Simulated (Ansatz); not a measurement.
# Calculated records

### From HSE06 to G0W0: WSO (2H monolayer (Janus))

The cell holds 3 atoms: 1 W, 1 O and 1 S. Its edges and angles: a = 3.005 Å, b = 3.005 Å, c = 28.800 Å, α = 90.0°, β = 90.0°, γ = 120.0°. Vacuum lies along c.

| Item | Value |
| --- | --- |
| method | G0W0 on HSE06, plane waves, PAW; PAW set soft_1 (and 1 further level or step) |
| program | Ansatz 0.2.0 |
| settings of one run | cutoff 420 eV, 6×6×1 k-mesh, PAW set soft 1, empty bands 202, screening cutoff 54 eV, screening contour deformation, QP bands (v2, c2) |
| cost | 2 runs, 98 s in all on 4 threads of Intel Xeon 6975P-C (Granite Rapids), shared host (the runs of this entry) |
| notes | In doubt: masses and optical values from hybrid runs of this build are listed as unsure (in some of the runs), which bears on the screening that GW takes from such a start. Values taken over the cell’s volume include its vacuum. The program’s warnings: metallic iterate. The structure was relaxed with PBE. Limits: coarse mesh for a sheet; no spin-orbit coupling. Bands and cutoff are finite, so the gap is not at the basis limit. The miss can reach some tenths of an eV and take either sign; the mesh is an error of its own. The mesh in the plane is coarse for a sheet; gap and any exciton binding can still move on denser ones. |
| HSE06 gap | 2.14 eV, indirect |
| G0W0 gap on the mesh | 2.68 eV, from k = Γ to k = (0.333, 0.333, 0.000) |
| GW settings | 6×6×1 mesh, 202 empty bands, screening to 54 eV, PAW set soft_1 files |
| known limits | not at the basis limit; coarse mesh for a sheet; no spin-orbit coupling |

G0W0 changes the gap by +0.54 eV, from 2.14 eV to 2.68 eV on the mesh: the valence edge shifts by +0.25 eV and the conduction edge by +0.80 eV on the run's own scale; in a sheet such absolute shifts are far from their band limit. Z is 0.77 and 0.78 at the edges, as usual for well-defined quasiparticles.

[Runs of the session that timed out or met a known fault of the program may be left out.]

[Cells called generated may have been cut or substituted from an entry of the Crystallography Open Database or the Materials Project.]

[Hosts, paths, dates, database ids (printed as entryN), source tags and the programs' standing remarks are cut or masked in the printed files.]
